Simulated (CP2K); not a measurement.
Two runs for the Si L₂,₃ edge of dimethylsilane. Run A: CP2K XAS_TDP, all-electron GAPW, PBEh(45%), aug-pc-1, TDA, ZORA, spin–orbit coupling. Run B differs in one setting.

First lines with a strength over 0.0003. A:

| atom | energy (eV) | states | strength, one atom |
| --- | --- | --- | --- |
| Si2 (bonded to 2 C and 2 H) | 101.31 | 1 | 0.0026 |
|  | 101.35 | 1 | 0.0004 |
|  | 101.38 | 1 | 0.0012 |
|  | 101.47 | 2 | 0.0026 |
|  | 101.55 | 1 | 0.0049 |

B:

| atom | energy (eV) | states | strength, one atom |
| --- | --- | --- | --- |
| Si2 (bonded to 2 C and 2 H) | 104.85 | 1 | 0.0026 |
|  | 104.89 | 1 | 0.0004 |
|  | 104.91 | 1 | 0.0011 |
|  | 105.01 | 2 | 0.0025 |
|  | 105.08 | 1 | 0.0047 |

Question: Which was it: the functional, the basis, GW2X switched on?

GW2X switched on. GW2X shifts the lines nearly together; each 2p level gets its own shift. The lowest line over the strength cut lies at 104.85 eV, against 101.31 eV (PBEh(45%), aug-pc-1).

[Hosts, paths, dates, database ids (printed as entryN), source tags and the programs' standing remarks are cut or masked in the printed files.]
